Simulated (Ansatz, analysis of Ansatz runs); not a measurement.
# Can an added hole hop between F atoms in NaAsF6 (R-3)?, part 2 of 3

Question: does an added hole stay on the F atom where it is started in NaAsF6 (R-3), and if so, how high is the barrier for a hop to another F site nearby? Model: a cell of 64 host atoms.

Ansatz 0.2.0; plane-wave PAW DFT, PBEsol+U; relaxation of all atoms of a supercell at fixed charge in a uniform background; PAW set soft_1.

So far. Step 2 (The cell without the carrier): The largest displacement from an ideal site is 0.153 Å.

**3. The hole on the first site**

The nearest neighbour or neighbours of the site start displaced and the site's starting moment is changed by the carrier's spin, since a carrier doesn't trap itself in the undistorted lattice.

A.relax/input.yaml reads:

```yaml
crystal:
  lattice:
    - [5.38841838, 3.1110048, 9.4462889]
    - [-5.38841838, 3.1110048, 9.4462889]
    - [0.0, -6.22200961, 9.4462889]
  atoms:
    - { symbol: Na, position: [0.249999, 0.249422, 0.249974] }
    - { symbol: As, position: [-0.00032, -7.6e-05, -0.000118] }
    - { symbol: F, position: [0.107376, 0.432866, 0.353782] }
    - { symbol: F, position: [0.433606, 0.353111, 0.108001] }
    - { symbol: F, position: [0.35431, 0.106959, 0.433069] }
    - { symbol: F, position: [0.391889, 0.066543, 0.14559] }
    - { symbol: F, position: [0.066823, 0.145116, 0.392433] }
    - { symbol: F, position: [0.146125, 0.391873, 0.066518] }
    - { symbol: Na, position: [0.249841, 0.249706, 0.74967] }
    - { symbol: As, position: [2.4e-05, -0.000754, 0.500307] }
    - { symbol: F, position: [0.107705, 0.432681, 0.854047] }
    - { symbol: F, position: [0.432859, 0.353958, 0.60761], spin: 1.0 }
    - { symbol: F, position: [0.353973, 0.107085, 0.932936] }
    - { symbol: F, position: [0.392313, 0.066458, 0.645644] }
    - { symbol: F, position: [0.066637, 0.145666, 0.892167] }
    - { symbol: F, position: [0.145766, 0.391736, 0.566406] }
    - { symbol: Na, position: [0.24988, 0.749667, 0.249733] }
    - { symbol: As, position: [0.000165, 0.499495, -0.000123] }
    - { symbol: F, position: [0.107568, 0.932368, 0.354521] }
    - { symbol: F, position: [0.433196, 0.853664, 0.107504] }
    - { symbol: F, position: [0.35371, 0.607543, 0.433249] }
    - { symbol: F, position: [0.392257, 0.566003, 0.146129] }
    - { symbol: F, position: [0.066826, 0.645355, 0.391973] }
    - { symbol: F, position: [0.145638, 0.892027, 0.066566] }
    - { symbol: Na, position: [0.250103, 0.749631, 0.750208] }
    - { symbol: As, position: [-0.000137, 0.499622, 0.499658] }
    - { symbol: F, position: [0.107184, 0.93317, 0.853998] }
    - { symbol: F, position: [0.433613, 0.853544, 0.607618] }
    - { symbol: F, position: [0.35413, 0.606605, 0.933596] }
    - { symbol: F, position: [0.391981, 0.566536, 0.645914] }
    - { symbol: F, position: [0.066909, 0.645387, 0.892082] }
    - { symbol: F, position: [0.145957, 0.891657, 0.566972] }
    - { symbol: Na, position: [0.750051, 0.249608, 0.250259] }
    - { symbol: As, position: [0.499778, -0.00032, -0.000226] }
    - { symbol: F, position: [0.60728, 0.433129, 0.354075] }
    - { symbol: F, position: [0.933418, 0.353584, 0.107726] }
    - { symbol: F, position: [0.854081, 0.106894, 0.43362] }
    - { symbol: F, position: [0.892246, 0.066634, 0.145774] }
    - { symbol: F, position: [0.566713, 0.145621, 0.392099] }
    - { symbol: F, position: [0.645994, 0.391867, 0.066923] }
    - { symbol: Na, position: [0.749793, 0.249608, 0.749868] }
    - { symbol: As, position: [0.500172, -0.000414, 0.499829] }
    - { symbol: F, position: [0.607831, 0.432463, 0.854373] }
    - { symbol: F, position: [0.93289, 0.353895, 0.607323] }
    - { symbol: F, position: [0.853756, 0.107804, 0.933175] }
    - { symbol: F, position: [0.892435, 0.06616, 0.646078] }
    - { symbol: F, position: [0.566352, 0.145696, 0.89205] }
    - { symbol: F, position: [0.645501, 0.392125, 0.566735] }
    - { symbol: Na, position: [0.749809, 0.749658, 0.249785] }
    - { symbol: As, position: [0.50007, 0.499201, 0.000268] }
    - { symbol: F, position: [0.608001, 0.93273, 0.354015] }
    - { symbol: F, position: [0.932732, 0.854181, 0.107553] }
    - { symbol: F, position: [0.853964, 0.607505, 0.432908] }
    - { symbol: F, position: [0.892569, 0.566336, 0.145705] }
    - { symbol: F, position: [0.566372, 0.645725, 0.392342] }
    - { symbol: F, position: [0.645583, 0.89227, 0.066625] }
    - { symbol: Na, position: [0.749948, 0.749292, 0.750088] }
    - { symbol: As, position: [0.505066, 0.523689, 0.486036] }
    - { symbol: F, position: [0.607671, 0.932767, 0.853991] }
    - { symbol: F, position: [0.933203, 0.853402, 0.608174] }
    - { symbol: F, position: [0.85419, 0.607085, 0.933251] }
    - { symbol: F, position: [0.892346, 0.566361, 0.645547] }
    - { symbol: F, position: [0.566539, 0.645304, 0.892514] }
    - { symbol: F, position: [0.646013, 0.892189, 0.566623] }
total_charge: 1
basis:
  ecutwfc: 420
  xc_grid: 2
hamiltonian:
  xc: pbesol
  hubbard:
    sites: [{ species: F, l: p, u_eff: 8.0 }]
    projectors: ortho-atomic
  pseudopotentials: { kind: paw, azcp: { folder: soft_1 }, xc_functional: pbe }
kpoints:
  mp_grid: { grid: [1, 1, 1] }
magnetization:
  spin_polarized: true
  initial_magnetization: 1
  spin_locking: { lock_magnetization: hard }
scf:
  occupations: { method: fermi_dirac, width: 0.01 }
  max_iter: 120
  lower_state_search: "off"
output:
  forces: true
relax:
  f_tol: 0.015
  max_steps: 70
  escape_saddle: false
checkpoint:
  write: "../A.relax.run"
  compress: false
  write_wavefunctions: true
  write_every: 100000
```

Run with:

```
> ansatz run input.yaml --threads 8 --pin off --max-ram 17899MiB --backend cpu --events-out ev --progress --plain --runs-dir out
```

Numbers of over 12 decimals in the logs are rounded to 6 here.

The program printed:

```text
[...]
Crystal: 64 atoms, lattice volume = 950.111 Å³
Basis set: ecut = 420 eV, 18475 PW (Γ), exchange–correlation on 160×160×160 points (8 copies of the dense FFT grid, shifted against one another)
Bands: 328, of which v1, the nominal top of the filled ones, is band 264 counted from 1 (263 counted from 0)
Symmetry: 1 space group operations
[...]
k-points: 1
[...]
Starting moments: Σ|m| = 1 μB on 1 of 64 sites
[...]
SCF iter   1: F=—  HF=-88692.762523 eV  |F-HF|=—  |Δ(HF+E_count)|=         —  Δρ=5.12e-2 (↑4.84e-2 ↓5.12e-2)  dr2=5.73e1  dr2_m=5.86e-1  M=1.000 μB ∫|m|=1.160 μB  β_m=0.30  ethr=3.10e-3  ⟨swp⟩=5.0  Hψ=2458  notcnv=0  defer=54
[...]
spin=Collinear: Resta preconditioning applied to the charge; magnetization (m = ρ↑ − ρ↓) channel mixes plain (no charge-response kernel on spin).
SCF iter   2: F=—  HF=-88685.752417 eV  |F-HF|=—  |Δ(HF+E_count)|=    7.01e0  Δρ=3.43e-2 (↑3.16e-2 ↓3.43e-2)  dr2=2.66e1  dr2_m=4.23e-1  M=1.000 μB ∫|m|=1.108 μB  β_m=0.60  ethr=3.10e-3  ⟨swp⟩=3.0  Hψ=1303  notcnv=0  defer=112
[...]
SCF iter   9: F=-88681.965130 eV  HF=-88681.965129 eV  |F-HF|=1.88e-6  |Δ(HF+E_count)|=   4.39e-6  Δρ=1.38e-5 (↑1.37e-5 ↓1.38e-5)  dr2=5.03e-6  dr2_m=3.46e-8  M=1.000 μB ∫|m|=1.070 μB  ethr=1.07e-9  ⟨swp⟩=3.0  Hψ=2181  notcnv=0
SCF 1 converged in 9 iterations: F = -88681.965130 eV  dr2 = 5.03e-6
[...]
relax step   1: F+E_penalty+E_count = -88681.96513048 eV  Δ(F+E_penalty+E_count) = +0.000e0 eV  max|allowed force component| = 9.069e0 eV/Å  Δτ_max = 0.0000 Å  (9 SCF iters, dr2 threshold 5.63e-6 eV, accepted)
[...]
relax step   2: F+E_penalty+E_count = -88683.16456644 eV  Δ(F+E_penalty+E_count) = -1.199e0 eV  max|allowed force component| = 3.378e0 eV/Å  Δτ_max = 0.1200 Å  (5 SCF iters, dr2 threshold 1.00e-4 eV, accepted)
relax step   3: F+E_penalty+E_count = -88683.79575618 eV  Δ(F+E_penalty+E_count) = -6.312e-1 eV  max|allowed force component| = 6.410e-1 eV/Å  Δτ_max = 0.1945 Å  (5 SCF iters, dr2 threshold 1.00e-4 eV, accepted)
relax step   4: F+E_penalty+E_count = -88683.92005013 eV  Δ(F+E_penalty+E_count) = -1.243e-1 eV  max|allowed force component| = 5.223e-1 eV/Å  Δτ_max = 0.1656 Å  (6 SCF iters, dr2 threshold 2.57e-5 eV, accepted)
relax step   5: F+E_penalty+E_count = -88683.98850821 eV  Δ(F+E_penalty+E_count) = -6.846e-2 eV  max|allowed force component| = 2.523e-1 eV/Å  Δτ_max = 0.2000 Å  (10 SCF iters, dr2 threshold 1.70e-5 eV, accepted)
relax step   6: F+E_penalty+E_count = -88684.00192897 eV  Δ(F+E_penalty+E_count) = -1.342e-2 eV  max|allowed force component| = 2.381e-1 eV/Å  Δτ_max = 0.1008 Å  (6 SCF iters, dr2 threshold 1.49e-5 eV, accepted)
relax step   7: F+E_penalty+E_count = -88684.00685104 eV  Δ(F+E_penalty+E_count) = -4.922e-3 eV  max|allowed force component| = 1.217e-1 eV/Å  Δτ_max = 0.0666 Å  (5 SCF iters, dr2 threshold 1.32e-5 eV, accepted)
relax step   8: F+E_penalty+E_count = -88684.00885531 eV  Δ(F+E_penalty+E_count) = -2.004e-3 eV  max|allowed force component| = 4.536e-2 eV/Å  Δτ_max = 0.0481 Å  (10 SCF iters, dr2 threshold 3.87e-6 eV, accepted)
relax step   9: F+E_penalty+E_count = -88684.00982567 eV  Δ(F+E_penalty+E_count) = -9.704e-4 eV  max|allowed force component| = 2.388e-2 eV/Å  Δτ_max = 0.0209 Å  (10 SCF iters, dr2 threshold 2.86e-7 eV, accepted)
SCF iter   1: F=—  HF=-88684.009014 eV  |F-HF|=—  |Δ(HF+E_count)|=         —  Δρ=8.47e-4 (↑4.95e-4 ↓8.47e-4)  dr2=2.72e-3  dr2_m=1.05e-3  M=1.000 μB ∫|m|=1.065 μB  β_m=0.30  ethr=7.64e-6  ⟨swp⟩=5.0  Hψ=1730  notcnv=0  defer=111
[...]
SCF iter  11: F=-88684.010042 eV  HF=-88684.010042 eV  |F-HF|=5.14e-9  |Δ(HF+E_count)|=   5.07e-7  Δρ=1.81e-6 (↑8.42e-7 ↓1.81e-6)  dr2=1.95e-8  dr2_m=6.15e-9  M=1.000 μB ∫|m|=1.065 μB  ethr=7.85e-12  ⟨swp⟩=2.0  Hψ=1974  notcnv=0
SCF 10 converged in 11 iterations: F = -88684.010042 eV  dr2 = 1.95e-8
relax step  10: F+E_penalty+E_count = -88684.01004211 eV  Δ(F+E_penalty+E_count) = -2.164e-4 eV  max|allowed force component| = 8.297e-3 eV/Å  Δτ_max = 0.0118 Å  (11 SCF iters, accepted)
NSCF: frozen V_eff on 1 k-points
[...]
SCF converged after 11 iterations
Stability checked in part: among states of this total moment the steps that led to this state did not find it unstable. No probe was made; neither looks for a lower state of another moment (fixed_total_moment; see scf.lower_state_search)
Magnetization: 1.0000 μB (264.0000 up, 263.0000 down)
Absolute magnetization: 1.0673 μB (∫|ρ↑−ρ↓|, with the PAW one-centre terms)
[...]
Per-site moments (μB) at R_I (Å): [(8.417632688306686e-7, 0.933984), (-3.5757458744218874e-7, 0.706301), (1.8347104858985075e-7, 0.704739), [... 61 left out ...]
Free energy (F): -88684.010042 eV
[...]
Internal energy: -88684.010042 eV  (E = F + TS)
E sigma→0 (E₀):  -88684.010042 eV
Fermi energy:    -1.694800 (↑ -1.167955, ↓ -1.698250) eV
[...]
--- Forces (eV/Å), atoms counted from 1 ---
  atom   1  Na    -0.00152531    -0.00219400    -0.00114452
  atom   2  As     0.00059711     0.00421989    -0.00209698
  [... 6 atoms left out ...]
  atom   9  Na     0.00072251    -0.00044856     0.00013189
  [... 2 atoms left out ...]
  atom  12  F     -0.00041051    -0.00056257    -0.00174984
  atom  13  F     -0.00069018    -0.00038996    -0.00039969
  [... 16 atoms left out ...]
  atom  30  F      0.00096412    -0.00244172    -0.00367513
  [... 3 atoms left out ...]
  atom  34  As     0.00266010    -0.00054519    -0.00068388
  [... 6 atoms left out ...]
  atom  41  Na    -0.00065749     0.00443612    -0.00118784
  [... 5 atoms left out ...]
  atom  47  F     -0.00117413     0.00079687    -0.00047306
  atom  48  F     -0.00528261     0.00570427     0.00473744
  [... 9 atoms left out ...]
  atom  58  As     0.00829790    -0.00022119    -0.00294185
  atom  59  F     -0.00011762    -0.00160491    -0.00100137
  [... 5 atoms left out ...]
  max |Σ_I F_I| component: 6.72e-5 eV/Å
--- Band table (eV) ---
[...]
Occupation matrices written to <dir>
--- Relaxed structure (10 steps of the walk, 10 accepted, 0 SCFs on fresh bases) ---
  F+E_penalty+E_count = -88684.01004211 eV   max|allowed force component| = 8.297e-3 eV/Å
  atoms:
    - { symbol: Na, position: [0.248110, 0.251357, 0.250875] }
    - { symbol: As, position: [-0.002277, -0.000797, 0.001599] }
    [... 6 atoms left out ...]
    - { symbol: Na, position: [0.218819, 0.237340, 0.772956] }
    [... 2 atoms left out ...]
    - { symbol: F, position: [0.476790, 0.268799, 0.626615] }
    - { symbol: F, position: [0.349487, 0.104989, 0.934150] }
    [... 16 atoms left out ...]
    - { symbol: F, position: [0.401884, 0.553646, 0.640903] }
    [... 3 atoms left out ...]
    - { symbol: As, position: [0.497498, 0.001975, -0.001897] }
    [... 6 atoms left out ...]
    - { symbol: Na, position: [0.757870, 0.237906, 0.762367] }
    [... 5 atoms left out ...]
    - { symbol: F, position: [0.564123, 0.149287, 0.878415] }
    - { symbol: F, position: [0.656030, 0.413322, 0.549383] }
    [... 9 atoms left out ...]
    - { symbol: As, position: [0.520056, 0.530773, 0.473953] }
    - { symbol: F, position: [0.601624, 0.927842, 0.858459] }
    [... 5 atoms left out ...]
```

The job ended after 85 s (8 threads of Arm Neoverse V2, shared host; peak memory 2.1 GiB; 11 min of CPU time).

Relaxation path:

| step | energy less that of the first step (eV) | largest force component (eV/Å) |
| --- | --- | --- |
| 1 | 0.0000 | 9.0689 |
| 2 | -1.1994 | 3.3779 |
| 3 | -1.8306 | 0.6410 |
| 4 | -1.9549 | 0.5223 |
| 5 | -2.0234 | 0.2523 |
| 6 | -2.0368 | 0.2381 |
| 7 | -2.0417 | 0.1217 |
| 8 | -2.0437 | 0.0454 |
| 9 | -2.0447 | 0.0239 |
| 10 | -2.0449 | 0.0083 |

The atoms that moved most (Å):

| atom | dx | dy | dz | length |
| --- | --- | --- | --- | --- |
| F12 | 0.696 | -0.247 | -0.210 | 0.767 |
| F15 | -0.390 | -0.153 | -0.080 | 0.426 |
| F52 | 0.371 | 0.114 | 0.061 | 0.393 |
| F55 | -0.229 | 0.222 | 0.160 | 0.357 |
| F45 | 0.074 | -0.311 | -0.153 | 0.354 |
| Na9 | -0.101 | -0.280 | -0.190 | 0.353 |
| Na49 | -0.015 | 0.266 | 0.182 | 0.323 |
| F24 | -0.089 | 0.273 | 0.134 | 0.317 |

The moves above count from the input, in which the site's nearest neighbours were already displaced; the distances below compare with the cell without the carrier.

Distances from F12 without and with the hole:

| atom | without (Å) | with (Å) |
| --- | --- | --- |
| As58 | 1.71 | 2.66 |
| Na9 | 2.29 | 2.57 |
| F35 | 2.42 | 2.73 |
| F21 | 2.42 | 2.96 |
| F48 | 2.43 | 2.77 |
| F30 | 2.43 | 2.93 |

The largest changes of the moments are 0.96 μB on F12, 0.00 μB on F47 and 0.00 μB on F39. The largest part sits on the chosen site.

**4. The hole on the second site**

The same start is made on the second site, to get the end of the hop.

B.relax/input.yaml reads:

```yaml
crystal:
  lattice:
    - [5.38841838, 3.1110048, 9.4462889]
    - [-5.38841838, 3.1110048, 9.4462889]
    - [0.0, -6.22200961, 9.4462889]
  atoms:
    - { symbol: Na, position: [0.249999, 0.249422, 0.249974] }
    - { symbol: As, position: [-0.00032, -7.6e-05, -0.000118] }
[... 9 atom lines left out ...]
    - { symbol: F, position: [0.432859, 0.353958, 0.60761] }
    - { symbol: F, position: [0.353973, 0.107085, 0.932936] }
[... 16 atom lines left out ...]
    - { symbol: F, position: [0.391981, 0.566536, 0.645914] }
[... 16 atom lines left out ...]
    - { symbol: F, position: [0.566352, 0.145696, 0.89205], spin: 1.0 }
    - { symbol: F, position: [0.645501, 0.392125, 0.566735] }
[... 9 atom lines left out ...]
    - { symbol: As, position: [0.4996, 0.49985, 0.499991] }
[... 5 atom lines left out ...]
    - { symbol: F, position: [0.646013, 0.892189, 0.566623] }
total_charge: 1
basis:
  ecutwfc: 420
  xc_grid: 2
hamiltonian:
  xc: pbesol
  hubbard:
    sites: [{ species: F, l: p, u_eff: 8.0 }]
    projectors: ortho-atomic
  pseudopotentials: { kind: paw, azcp: { folder: soft_1 }, xc_functional: pbe }
kpoints:
  mp_grid: { grid: [1, 1, 1] }
magnetization:
  spin_polarized: true
  initial_magnetization: 1
  spin_locking: { lock_magnetization: hard }
scf:
  occupations: { method: fermi_dirac, width: 0.01 }
  max_iter: 120
  lower_state_search: "off"
output:
  forces: true
relax:
  f_tol: 0.015
  max_steps: 70
  escape_saddle: false
checkpoint:
  write: "../B.relax.run"
  compress: false
  write_wavefunctions: true
  write_every: 100000
```

The program printed:

```text
[...]
Crystal: 64 atoms, lattice volume = 950.111 Å³
Basis set: ecut = 420 eV, 18475 PW (Γ), exchange–correlation on 160×160×160 points (8 copies of the dense FFT grid, shifted against one another)
Bands: 328, of which v1, the nominal top of the filled ones, is band 264 counted from 1 (263 counted from 0)
Symmetry: 1 space group operations
[...]
k-points: 1
[...]
Starting moments: Σ|m| = 1 μB on 1 of 64 sites
[...]
SCF iter   1: F=—  HF=-88692.763737 eV  |F-HF|=—  |Δ(HF+E_count)|=         —  Δρ=5.12e-2 (↑4.84e-2 ↓5.12e-2)  dr2=5.73e1  dr2_m=5.88e-1  M=1.000 μB ∫|m|=1.160 μB  β_m=0.30  ethr=3.10e-3  ⟨swp⟩=5.0  Hψ=2456  notcnv=0  defer=53
[...]
--- Relaxed structure (10 steps of the walk, 10 accepted, 0 SCFs on fresh bases) ---
  F+E_penalty+E_count = -88684.01004421 eV   max|allowed force component| = 8.004e-3 eV/Å
  atoms:
    - { symbol: Na, position: [0.239591, 0.262822, 0.256385] }
    - { symbol: As, position: [0.001727, -0.002115, 0.000876] }
[...]
- { symbol: Na, position: [0.241969, 0.261248, 0.737523] }
[...]
- { symbol: F, position: [0.435714, 0.349872, 0.621472] }
    - { symbol: F, position: [0.343802, 0.085827, 0.950525] }
[...]
- { symbol: F, position: [0.398215, 0.571313, 0.641434] }
[...]
- { symbol: As, position: [0.479775, -0.031622, 0.025955] }
    [... 6 atoms left out ...]
    - { symbol: Na, position: [0.781016, 0.261812, 0.726937] }
    [... 5 atoms left out ...]
    - { symbol: F, position: [0.523042, 0.230356, 0.873273] }
    - { symbol: F, position: [0.650352, 0.394167, 0.565738] }
    [... 9 atoms left out ...]
    - { symbol: As, position: [0.502338, 0.497184, 0.501787] }
    - { symbol: F, position: [0.597949, 0.945507, 0.859005] }
    [... 5 atoms left out ...]
[key lines of the parts left out:]
SCF converged after 11 iterations
Magnetization: 1.0000 μB (264.0000 up, 263.0000 down)
Free energy (F): -88684.010044 eV
Fermi energy:    -1.694761 (↑ -1.167900, ↓ -1.698211) eV
```

Elapsed: 85 s, on 8 threads; peak memory 2.1 GiB.

Distances from F47 without and with the hole:

| atom | without (Å) | with (Å) |
| --- | --- | --- |
| As34 | 1.71 | 2.66 |
| Na41 | 2.29 | 2.57 |
| F56 | 2.42 | 2.96 |
| F6 | 2.42 | 2.73 |
| F13 | 2.43 | 2.77 |
| F59 | 2.43 | 2.93 |

The largest changes of the moments are 0.96 μB on F47, 0.00 μB on F12 and 0.00 μB on F4. The largest part sits on the chosen site.

[end of part 2 of 3]

[Logs are printed without paths, hosts, clocks, repeated set-up lines and the standing remarks that a program may print on its own settings, such as how far it seeks lower states.]

[Hosts, paths, dates, database ids (printed as entryN), source tags and the programs' standing remarks are cut or masked in the printed files.]
